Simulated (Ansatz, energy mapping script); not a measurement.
# MnS in the zinc-blende structure: J from the energies of magnetic orders, part 2 of 2

Aim: the exchange couplings of MnS in the zinc-blende structure from the energies of a few collinear orders, and the ordering temperature that they give.

LDA with U = 4.4 eV on Mn d, ortho-atomic projectors; plane waves, U on orthogonalised atomic orbitals unless named otherwise, collinear spin, no spin–orbit coupling.

So far. Step 4 (Run 2 (compensated +−; cell A, 4 atoms)): The run ends antiferromagnetic, 59.14 meV a magnetic atom below the parallel order of its cell. Step 5 (Order 3: parallel, cell B of 4 atoms): The run ends ferromagnetic. For each magnetic atom its energy differs from the parallel run of the first cell by 0.09 meV, an error that one common reference would have brought in.

## Step 6: Order 4: compensated +−, cell B of 4 atoms

This order reverses 8 of the 12 neighbours at 4.01 Å, 0 of the 6 neighbours at 5.67 Å and 16 of the 24 neighbours at 6.95 Å, counted for an average magnetic atom.

Contents of input.yaml:

```yaml
crystal:
  lattice:
    - [0.0, -2.836777444, -2.836777444]
    - [0.0, 2.836777444, -2.836777444]
    - [5.673554888, 0.0, 0.0]
  atoms:
    - { symbol: Mn, position: [0.5, 0.5, 0.5], spin: 4.5 }
    - { symbol: Mn, position: [0.0, 0.0, 0.0], spin: -4.5 }
    - { symbol: S, position: [0.0, 0.5, 0.75] }
    - { symbol: S, position: [0.5, 0.0, 0.25] }
magnetization:
  spin_polarized: true
kpoints:
  mp_grid: { grid: [7, 7, 5] }
hamiltonian:
  xc: lda
  hubbard:
    sites:
      - { species: Mn, l: d, u_eff: 4.4 }
      - { site: 0, l: d, u_eff: 4.4, starting_ns: [{ spin: up, occupation_matrix: mn1_major }, { spin: down, occupation_matrix: mn1_minor }] }
      - { site: 1, l: d, u_eff: 4.4, starting_ns: [{ spin: up, occupation_matrix: mn1_minor }, { spin: down, occupation_matrix: mn1_major }] }
    projectors: ortho-atomic
    occupation_matrices:
      mn1_major:
        matrix:
          - [0.997, 0.0, 0.0, 0.0, 0.0]
          - [0.0, 0.994, 0.0, 0.0, 0.0]
          - [0.0, 0.0, 0.994, 0.0, 0.0]
          - [0.0, 0.0, 0.0, 0.997, 0.0]
          - [0.0, 0.0, 0.0, 0.0, 0.994]
      mn1_minor:
        matrix:
          - [0.025, 0.0, 0.0, 0.0, 0.0]
          - [0.0, 0.075, 0.0, 0.0, 0.0]
          - [0.0, 0.0, 0.075, 0.0, 0.0]
          - [0.0, 0.0, 0.0, 0.025, 0.0]
          - [0.0, 0.0, 0.0, 0.0, 0.075]
scf:
  occupations: { method: fermi_dirac, width: 0.05 }
output:
  eigenvalues: true
```

Started as:

```
> ansatz run input.yaml --threads 4 --pin off --max-ram 8192MiB --backend cpu --events-out ev --progress --plain --runs-dir out
```

Numbers of over 12 decimals in the logs are rounded to 6 here.

Log:

```text
[...]
Crystal: 4 atoms, lattice volume = 91.314 Å³
Basis set: ecut = 420 eV, 1787 PW (Γ)
Bands: 31, of which v1, the nominal top of the filled ones, is band 21 counted from 1 (20 counted from 0)
Symmetry: 8 space group operations
[...]
k-points: 30 of 245 (time reversal used)
[...]
Starting moments: Σ|m| = 9 μB on 2 of 4 sites
[...]
k-point 0 ↑: bands = [... 17 lower, 3.6224, 5.0243, 5.3262, 5.3262, 7.7922, 8.7198, 8.8716, 9.3322, ... 6 higher]
  k-point 1 ↑: bands = [... 17 lower, 3.6665, 4.7290, 5.2954, 5.2954, 8.2301, 8.9060, 9.0286, 9.3308, ... 6 higher]
  k-point 2 ↑: bands = [... 17 lower, 3.7417, 4.3045, 5.2414, 5.2414, 8.8478, 9.2092, 9.3285, 9.6850, ... 6 higher]
  k-point 29 ↓: bands = [... 17 lower, 3.0622, 3.4450, 3.7827, 3.9553, 8.5984, 8.6389, 9.1854, 9.3825, ... 6 higher]
Occupation matrices written to <dir>
[key lines of the parts left out:]
SCF converged after 12 iterations
Magnetization: 0.0000 μB (21.0000 up, 21.0000 down)
Free energy (F): -9420.417205 eV
Fermi energy:    6.626882 eV
```

Run time: 4.8 s. Hardware: 4 threads of Arm Neoverse V2, shared host; peak memory 0.43 GiB; 18 s of CPU time.

The run ends antiferromagnetic, 77.31 meV a magnetic atom below the parallel order of its cell.

## Step 7: Order 5: parallel, cell C of 6 atoms

A new cell needs its own zero of energy.

Contents of input.yaml:

```yaml
crystal:
  lattice:
    - [0.0, 2.836777444, 2.836777444]
    - [-2.836777444, 0.0, -2.836777444]
    - [-5.673554888, -5.673554888, 5.673554888]
  atoms:
    - { symbol: Mn, position: [0.0, 0.0, 0.0], spin: 4.5 }
    - { symbol: Mn, position: [0.333333333, 0.666666667, 0.666666667], spin: 4.5 }
    - { symbol: Mn, position: [0.666666667, 0.333333333, 0.333333333], spin: 4.5 }
    - { symbol: S, position: [0.333333333, 0.666666667, 0.916666667] }
    - { symbol: S, position: [0.666666667, 0.333333333, 0.583333333] }
    - { symbol: S, position: [0.0, 0.0, 0.25] }
magnetization:
  spin_polarized: true
kpoints:
  mp_grid: { grid: [8, 8, 3] }
hamiltonian:
  xc: lda
  hubbard:
    sites:
      - { species: Mn, l: d, u_eff: 4.4 }
      - { site: 0, l: d, u_eff: 4.4, starting_ns: [{ spin: up, occupation_matrix: mn1_major }, { spin: down, occupation_matrix: mn1_minor }] }
      - { site: 1, l: d, u_eff: 4.4, starting_ns: [{ spin: up, occupation_matrix: mn1_major }, { spin: down, occupation_matrix: mn1_minor }] }
      - { site: 2, l: d, u_eff: 4.4, starting_ns: [{ spin: up, occupation_matrix: mn1_major }, { spin: down, occupation_matrix: mn1_minor }] }
    projectors: ortho-atomic
    occupation_matrices:
      mn1_major:
        matrix:
          - [0.997, 0.0, 0.0, 0.0, 0.0]
          - [0.0, 0.994, 0.0, 0.0, 0.0]
          - [0.0, 0.0, 0.994, 0.0, 0.0]
          - [0.0, 0.0, 0.0, 0.997, 0.0]
          - [0.0, 0.0, 0.0, 0.0, 0.994]
      mn1_minor:
        matrix:
          - [0.025, 0.0, 0.0, 0.0, 0.0]
          - [0.0, 0.075, 0.0, 0.0, 0.0]
          - [0.0, 0.0, 0.075, 0.0, 0.0]
          - [0.0, 0.0, 0.0, 0.025, 0.0]
          - [0.0, 0.0, 0.0, 0.0, 0.075]
scf:
  occupations: { method: fermi_dirac, width: 0.05 }
output:
  eigenvalues: true
```

Log:

```text
[...]
Crystal: 6 atoms, lattice volume = 136.971 Å³
Basis set: ecut = 420 eV, 2685 PW (Γ)
Bands: 46, of which v1, the nominal top of the filled ones, is band 32 counted from 1 (31 counted from 0)
Symmetry: 18 space group operations
[...]
k-points: 25 of 192 (time reversal used)
[...]
Starting moments: Σ|m| = 13.5 μB on 3 of 6 sites
[...]
k-point 0 ↑: bands = [... 28 lower, 1.0963, 1.0963, 2.9699, 2.9699, 5.6268, 5.6268, 5.6268, 5.6268, ... 10 higher]
  k-point 1 ↑: bands = [... 28 lower, 1.1441, 1.1441, 1.8870, 4.2526, 5.4233, 5.4233, 5.5279, 5.9417, ... 10 higher]
  k-point 2 ↑: bands = [... 28 lower, 1.1493, 1.1656, 3.0161, 3.0188, 4.8761, 5.2466, 5.2647, 5.5012, ... 10 higher]
  k-point 24 ↓: bands = [... 28 lower, 8.8537, 8.9816, 9.2073, 9.3045, 9.3323, 9.6463, 9.6494, 9.7678, ... 10 higher]
Occupation matrices written to <dir>
[key lines of the parts left out:]
SCF converged after 12 iterations
Magnetization: 15.0000 μB (39.0000 up, 24.0000 down)
Free energy (F): -14130.394067 eV
Fermi energy:    6.932006 eV
```

It took 8.4 s on 4 threads; peak memory 0.56 GiB.

The run ends ferromagnetic. For each magnetic atom its energy differs from the parallel run of the first cell by 0.03 meV, an error that one common reference would have brought in.

## Step 8: Uncompensated ++− start in cell C (6 atoms)

This order reverses 4 of the 12 neighbours at 4.01 Å, 4 of the 6 neighbours at 5.67 Å and 12 of the 24 neighbours at 6.95 Å, counted for an average magnetic atom.

input.yaml: that of step 7 with these lines changed.

```diff
@@ -8,3 +8,3 @@
     - { symbol: Mn, position: [0.333333333, 0.666666667, 0.666666667], spin: 4.5 }
-    - { symbol: Mn, position: [0.666666667, 0.333333333, 0.333333333], spin: 4.5 }
+    - { symbol: Mn, position: [0.666666667, 0.333333333, 0.333333333], spin: -4.5 }
     - { symbol: S, position: [0.333333333, 0.666666667, 0.916666667] }
@@ -23,3 +23,3 @@
       - { site: 1, l: d, u_eff: 4.4, starting_ns: [{ spin: up, occupation_matrix: mn1_major }, { spin: down, occupation_matrix: mn1_minor }] }
-      - { site: 2, l: d, u_eff: 4.4, starting_ns: [{ spin: up, occupation_matrix: mn1_major }, { spin: down, occupation_matrix: mn1_minor }] }
+      - { site: 2, l: d, u_eff: 4.4, starting_ns: [{ spin: up, occupation_matrix: mn1_minor }, { spin: down, occupation_matrix: mn1_major }] }
     projectors: ortho-atomic
```

Log:

```text
[...]
Crystal: 6 atoms, lattice volume = 136.971 Å³
Basis set: ecut = 420 eV, 2685 PW (Γ)
Bands: 46, of which v1, the nominal top of the filled ones, is band 32 counted from 1 (31 counted from 0)
Symmetry: 6 space group operations
[...]
k-points: 25 of 192 (time reversal used)
[...]
Starting moments: Σ|m| = 13.5 μB on 3 of 6 sites
[...]
k-point 0 ↑: bands = [... 28 lower, 4.1197, 5.5791, 5.5791, 5.6311, 6.0605, 6.0605, 7.6576, 9.2312, ... 10 higher]
  k-point 1 ↑: bands = [... 28 lower, 4.1216, 5.2231, 5.5803, 5.5803, 6.0556, 6.0556, 8.1659, 8.9954, ... 10 higher]
  k-point 2 ↑: bands = [... 28 lower, 4.0828, 5.0020, 5.3416, 5.3866, 5.5747, 5.8978, 8.3217, 9.0678, ... 10 higher]
  k-point 24 ↓: bands = [... 28 lower, 4.3507, 8.1864, 8.4670, 8.7633, 8.9533, 9.1507, 9.3441, 9.4523, ... 10 higher]
Occupation matrices written to <dir>
[key lines of the parts left out:]
SCF converged after 12 iterations
Magnetization: 5.0000 μB (34.0000 up, 29.0000 down)
Free energy (F): -14130.514171 eV
Fermi energy:    6.904986 eV
```

The job ended after 8.5 s (4 threads; peak memory 0.58 GiB; 33 s of CPU time).

The run ends ferrimagnetic, 40.03 meV a magnetic atom below the parallel order of its cell.

## Step 9: Run 7 (parallel; cell D, 6 atoms)

A new cell needs its own zero of energy.

This run holds the same structure in another cell (b 4.012 → 5.674 Å, c 9.827 → 6.949 Å, α 90.0 → 114.1°, β 90.0 → 106.8°, γ 120.0 → 90.0°).

Contents of input.yaml:

```yaml
crystal:
  lattice:
    - [0.0, -2.836777444, -2.836777444]
    - [-5.673554888, 0.0, 0.0]
    - [2.836777444, 5.673554888, -2.836777444]
  atoms:
    - { symbol: Mn, position: [0.666666667, 0.666666667, 0.333333333], spin: 4.5 }
    - { symbol: Mn, position: [0.333333333, 0.333333333, 0.666666667], spin: 4.5 }
    - { symbol: Mn, position: [0.0, 0.0, 0.0], spin: 4.5 }
    - { symbol: S, position: [0.166666667, 0.416666667, 0.333333333] }
    - { symbol: S, position: [0.833333333, 0.083333333, 0.666666667] }
    - { symbol: S, position: [0.5, 0.75, 0.0] }
magnetization:
  spin_polarized: true
kpoints:
  mp_grid: { grid: [7, 7, 7] }
hamiltonian:
  xc: lda
  hubbard:
    sites:
      - { species: Mn, l: d, u_eff: 4.4 }
      - { site: 0, l: d, u_eff: 4.4, starting_ns: [{ spin: up, occupation_matrix: mn1_major }, { spin: down, occupation_matrix: mn1_minor }] }
      - { site: 1, l: d, u_eff: 4.4, starting_ns: [{ spin: up, occupation_matrix: mn1_major }, { spin: down, occupation_matrix: mn1_minor }] }
      - { site: 2, l: d, u_eff: 4.4, starting_ns: [{ spin: up, occupation_matrix: mn1_major }, { spin: down, occupation_matrix: mn1_minor }] }
    projectors: ortho-atomic
    occupation_matrices:
      mn1_major:
        matrix:
          - [0.997, 0.0, 0.0, 0.0, 0.0]
          - [0.0, 0.994, 0.0, 0.0, 0.0]
          - [0.0, 0.0, 0.994, 0.0, 0.0]
          - [0.0, 0.0, 0.0, 0.997, 0.0]
          - [0.0, 0.0, 0.0, 0.0, 0.994]
      mn1_minor:
        matrix:
          - [0.025, 0.0, 0.0, 0.0, 0.0]
          - [0.0, 0.075, 0.0, 0.0, 0.0]
          - [0.0, 0.0, 0.075, 0.0, 0.0]
          - [0.0, 0.0, 0.0, 0.025, 0.0]
          - [0.0, 0.0, 0.0, 0.0, 0.075]
scf:
  occupations: { method: fermi_dirac, width: 0.05 }
output:
  eigenvalues: true
```

Log:

```text
[...]
Crystal: 6 atoms, lattice volume = 136.971 Å³
Basis set: ecut = 420 eV, 2679 PW (Γ)
Bands: 46, of which v1, the nominal top of the filled ones, is band 32 counted from 1 (31 counted from 0)
Symmetry: 12 space group operations
[...]
k-points: 64 of 343 (time reversal used)
[...]
Starting moments: Σ|m| = 13.5 μB on 3 of 6 sites
[...]
k-point 0 ↑: bands = [... 28 lower, 1.5183, 1.5183, 2.1890, 2.1890, 3.3851, 3.3851, 4.7452, 4.7452, ... 10 higher]
  k-point 1 ↑: bands = [... 28 lower, 1.2787, 1.6747, 2.1560, 2.5679, 3.3846, 3.6279, 4.3970, 5.1232, ... 10 higher]
  k-point 2 ↑: bands = [... 28 lower, 1.2103, 1.4750, 2.4378, 3.0810, 3.6221, 4.0807, 4.1242, 5.1500, ... 10 higher]
  k-point 63 ↓: bands = [... 28 lower, 8.9033, 9.2060, 9.2060, 9.2401, 9.2401, 9.7008, 9.7008, 9.9473, ... 10 higher]
Occupation matrices written to <dir>
[key lines of the parts left out:]
SCF converged after 12 iterations
Magnetization: 15.0000 μB (39.0000 up, 24.0000 down)
Free energy (F): -14130.394182 eV
Fermi energy:    6.939664 eV
```

Wall time 25 s (4 threads); peak memory 0.87 GiB; 94 s of CPU time.

The run ends ferromagnetic. For each magnetic atom its energy differs from the parallel run of the first cell by -0.01 meV, an error that one common reference would have brought in.

## Step 10: Uncompensated ++− start in cell D (6 atoms)

This order reverses 6.67 of the 12 neighbours at 4.01 Å, 2.67 of the 6 neighbours at 5.67 Å and 8 of the 24 neighbours at 6.95 Å, counted for an average magnetic atom.

input.yaml: that of step 9 with these lines changed.

```diff
@@ -8,3 +8,3 @@
     - { symbol: Mn, position: [0.333333333, 0.333333333, 0.666666667], spin: 4.5 }
-    - { symbol: Mn, position: [0.0, 0.0, 0.0], spin: 4.5 }
+    - { symbol: Mn, position: [0.0, 0.0, 0.0], spin: -4.5 }
     - { symbol: S, position: [0.166666667, 0.416666667, 0.333333333] }
@@ -23,3 +23,3 @@
       - { site: 1, l: d, u_eff: 4.4, starting_ns: [{ spin: up, occupation_matrix: mn1_major }, { spin: down, occupation_matrix: mn1_minor }] }
-      - { site: 2, l: d, u_eff: 4.4, starting_ns: [{ spin: up, occupation_matrix: mn1_major }, { spin: down, occupation_matrix: mn1_minor }] }
+      - { site: 2, l: d, u_eff: 4.4, starting_ns: [{ spin: up, occupation_matrix: mn1_minor }, { spin: down, occupation_matrix: mn1_major }] }
     projectors: ortho-atomic
```

Log:

```text
[...]
Crystal: 6 atoms, lattice volume = 136.971 Å³
Basis set: ecut = 420 eV, 2679 PW (Γ)
Bands: 46, of which v1, the nominal top of the filled ones, is band 32 counted from 1 (31 counted from 0)
Symmetry: 4 space group operations
[...]
k-points: 64 of 343 (time reversal used)
[...]
Starting moments: Σ|m| = 13.5 μB on 3 of 6 sites
[...]
k-point 0 ↑: bands = [... 28 lower, 3.4476, 4.0720, 4.5673, 5.4932, 5.5384, 5.7773, 7.6823, 8.9972, ... 10 higher]
  k-point 1 ↑: bands = [... 28 lower, 3.5255, 3.9725, 4.6677, 5.2861, 5.4408, 5.7734, 7.9651, 8.9753, ... 10 higher]
  k-point 2 ↑: bands = [... 28 lower, 3.7396, 3.8143, 4.7995, 4.8286, 5.2922, 5.7637, 8.5212, 8.8649, ... 10 higher]
  k-point 63 ↓: bands = [... 28 lower, 4.6248, 8.5044, 8.5686, 8.9807, 9.0004, 9.1366, 9.3233, 9.4812, ... 10 higher]
Occupation matrices written to <dir>
[key lines of the parts left out:]
SCF converged after 15 iterations
Magnetization: 5.0000 μB (34.0000 up, 29.0000 down)
Free energy (F): -14130.592186 eV
Fermi energy:    6.786522 eV
```

It took 35 s on 4 threads; peak memory 0.91 GiB; 2.3 min of CPU time.

The run ends ferrimagnetic, 66.00 meV a magnetic atom below the parallel order of its cell.

## Step 11: Mapping onto a Heisenberg model

Each energy difference is a sum of couplings weighted by the pairs that the order reverses. A few near shells are fitted to the differences by least squares. Energies are those extrapolated to zero occupation width, not the free energies F.

The orders side by side; each is measured from the parallel order in the same cell and on the same mesh:

```csv
order,atoms,energy (meV a magnetic atom),moments (μB),moments kept as typed,"opposed neighbours at 4.01, 5.67, 6.95 Å"
parallel in cell A,4,0.00,4.37,yes,"0, 0, 0"
compensated +− in cell A,4,-59.14,4.33,yes,"6, 6, 12"
parallel in cell B,4,0.00,4.37,yes,"0, 0, 0"
compensated +− in cell B,4,-77.31,4.31,yes,"8, 0, 16"
parallel in cell C,6,0.00,4.37,yes,"0, 0, 0"
uncompensated ++− in cell C,6,-40.03,4.32 to 4.35,yes,"4, 4, 12"
parallel in cell D,6,0.00,4.37,yes,"0, 0, 0"
uncompensated ++− in cell D,6,-66.00,4.29 to 4.33,yes,"6.67, 2.67, 8"
```

Couplings from the energies, with E = −Σ J e·e over ordered pairs:

```csv
pair,distance (Å),neighbours,J (meV)
Mn–Mn,4.01,12,-4.91
Mn–Mn,5.67,6,-0.128
Mn–Mn,6.95,24,0.0323
```

Adding the shell at 8.02 Å gives -4.8, -0.096, 0.0020 and -0.078 meV and a mean-field temperature of 151 K, an exact solve that tests nothing.

In mean field these couplings order at 152 K, and give a Curie–Weiss temperature of -456 K.

## Step 12: Ordering temperature by Monte Carlo

Mean field ignores fluctuations and overstates the ordering temperature, so the model is also sampled. The heat capacity peaks where order sets in.

Classical unit spins with these couplings on 8×8×4 copies of a cell that holds the lowest order (512 spins), heat-bath sweeps, cooled from random directions, 1009 sweeps to settle and 3027 measured at each temperature, averaged over 4 runs.

```csv
T (K),order along the lowest pattern,net moment,heat capacity (k_B a spin)
18.2,0.04,0.01,1.04
31.2,0.05,0.01,1.10
50.6,0.07,0.01,1.81
63.5,0.09,0.01,1.04
76.5,0.08,0.01,0.80
95.9,0.07,0.02,0.66
109,0.07,0.02,0.56
122,0.07,0.02,0.47
135,0.06,0.02,0.43
154,0.06,0.02,0.34
167,0.06,0.02,0.33
```

The smoothed heat capacity peaks at 51.5 K. The order column follows one pattern alone; equivalent domains or another pattern share the rest.

## Step 13: Beside the first set of runs

The first set of orders, under LDA+U (1.32 eV), took 6.3 min of CPU time summed over its finished orders (seed run apart), these 6.7 min.

```csv
quantity,this set,first set
"J at 4.01 Å, meV",-4.91,-12.0
"J at 5.67 Å, meV",-0.128,-0.502
"J at 6.95 Å, meV",0.0323,0.0480
"ordering temperature, mean field, K",152,365
"heat-capacity peak, Monte Carlo, K",51.5,125
```

The coupling that led in the first set goes from -12.0 to -4.91 meV.

## Step 14: Summary of results

| Quantity | Value |
| --- | --- |
| lowest order tried | compensated +− in cell B |
| largest fitted value, Mn–Mn at 4.01 Å | -4.91 meV |
| ordering temperature, mean field | 152 K |
| heat-capacity peak, Monte Carlo | 51.5 K |

In words: Of the orders tried, MnS in the zinc-blende structure prefers the order “compensated +− in cell B” under LDA+U (4.4 eV), with 8 of 12 neighbours at 4.01 Å, 0 of 6 neighbours at 5.67 Å and 16 of 24 neighbours at 6.95 Å opposed, and the heat capacity of the fitted model peaks near 52 K (Monte Carlo, classical spins). The model's best pattern is not among the orders that were run. The coupling at 4.01 Å is 0.41 times that of the first set, at 1.1 times the CPU time. The largest fitted coupling is the Mn–Mn pair at 4.01 Å, antiferromagnetic at -4.9 meV, across a ligand at about 109°. The orders also reverse pairs at 8.02 Å, which are not fitted, so the fitted values hold their part too. With 4 differences for 3 couplings the fit misses by 0.52 meV at most, a small part of the spread. In the fitted orders moments change by up to 1.9 % against the parallel run of the same cell, so their size stays put. Monte Carlo puts the peak at 0.34 of the mean-field temperature, low enough to point to frustration or weakly coupled layers or chains. In tests on simple cubic and body-centred models such peaks lay 5 to 6 % under the bulk value. On cooling, the order along the one computed pattern stays at or under 0.09: the model settles in an equivalent domain, a degenerate mixture or another order. The Curie–Weiss temperature is 8.8 times the peak temperature in size, a mark of frustration. The parallel order holds 5 μB a magnetic atom, spin 2.5; the common factor (S+1)/S would raise the classical 51.5 K to 72.1 K, a correction that often overshoots. The cell was built from a prototype and relaxed; a distortion that needs a larger cell, or another structure that the compound may prefer, is not captured.

[Logs and program files are shortened in this print: banners, set-up blocks, solver, clock and traceback lines can be left out without a mark of their own.]

[Logs are printed without paths, hosts, clocks, repeated set-up lines and the standing remarks that a program may print on its own settings, such as how far it seeks lower states.]

[Hosts, paths, dates, database ids (printed as entryN), source tags and the programs' standing remarks are cut or masked in the printed files.]

[Where a cell is said to come from a database of computed structures, the database is the Materials Project.]
